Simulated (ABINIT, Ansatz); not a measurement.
```
! title: How the form of the self-energy moves the gap of CsPbCl3 (Pm-3m)
! method: RPA screening on PBEsol, plane waves, norm-conserving pseudopotentials (and 4 further levels or steps)
! program: ABINIT 10.8.3
! settings: cutoff 25 Ha, PseudoDojo scalar-relativistic 0.4.1 standard, norm-conserving, ngkpt (2, 2, 2), nband 138, ecuteps 4.2 Ha, gwcalctyp 2, nfreqre 16, nfreqim 8, inclvkb 2, freqremax 40 eV, spmeth 1, nomegasf 120, shiftk (0, 0, 0), symchi 1, awtr 1, frequency cd, 2×2×2 k-mesh
! cost: 9 runs, 4.9 min in all on 4 MPI ranks of Arm Neoverse V2, shared host
! notes: The program’s warnings: Min real frequency set to default [Ha] =. The cell and positions come from the Crystallography Open Database and are kept as given unless a step says otherwise. Limits: no spin-orbit coupling. Static COHSEX lies above G0W0: it lacks the factor Z and overstates the Coulomb hole of the filled states. The 2×2×2 mesh is coarse for this cell, which bears on the long-range parts of exchange and screening. The norm-conserving file of at least one element keeps a d shell over frozen s and p shells of the same row. Exchange with those shells is missing from the self-energy, an error of 0.3 to 0.9 eV in cases checked, whose sign depends on which edge lies on those atoms.
! G0W0, Godby-Needs plasmon pole: 3.085 eV
! G0W0, von der Linden-Horsch plasmon pole: 3.105 eV
! G0W0, Engel-Farid plasmon pole: 3.131 eV
! one-shot COHSEX: 4.271 eV
! one-shot Hartree-Fock: 7.891 eV
! G0W0, contour deformation: 3.116 eV
! known limits: short of the basis limit; exchange with frozen shells missing; no spin-orbit coupling; coarse k mesh
CELL_PARAMETERS angstrom
5.60500 0.00000 0.00000
0.00000 5.60500 0.00000
0.00000 0.00000 5.60500
ATOMIC_POSITIONS crystal
Cs 0.00000 0.00000 0.00000
Pb 0.50000 0.50000 0.50000
Cl 0.50000 0.50000 0.00000
Cl 0.00000 0.50000 0.50000
Cl 0.50000 0.00000 0.50000
```

[Long decimals in the printed logs are rounded to 6 places.]

[Logs are printed without paths, hosts, clocks, repeated set-up lines and the standing remarks that a program may print on its own settings, such as how far it seeks lower states.]

[Paths, hosts, dates, memory and timing lines, banners, echoed tables and standing remarks are left out of the program output; an Ansatz launch command may be rebuilt from the run's recorded settings. Measured values are a selection of at most five: reports struck by readers or far from the other reports are left out. None is set beside runs whose start may be inverted or whose files or cutoffs have a known fault.]

[Runs of the session that timed out or met a known fault of the program may be left out.]

[Hosts, paths, dates, database ids (printed as entryN), source tags and the programs' standing remarks are cut or masked in the printed files.]

[G0W0 gaps are taken among the corrected bands and points alone; a level outside them can change the order at an edge.]

[Where Ansatz stands beside ABINIT at settings called matched, ABINIT's density can come from a denser mesh and the files from another edition; pairs whose starting gaps differed by over 0.03 eV were left out, so agreement reads better than it is.]
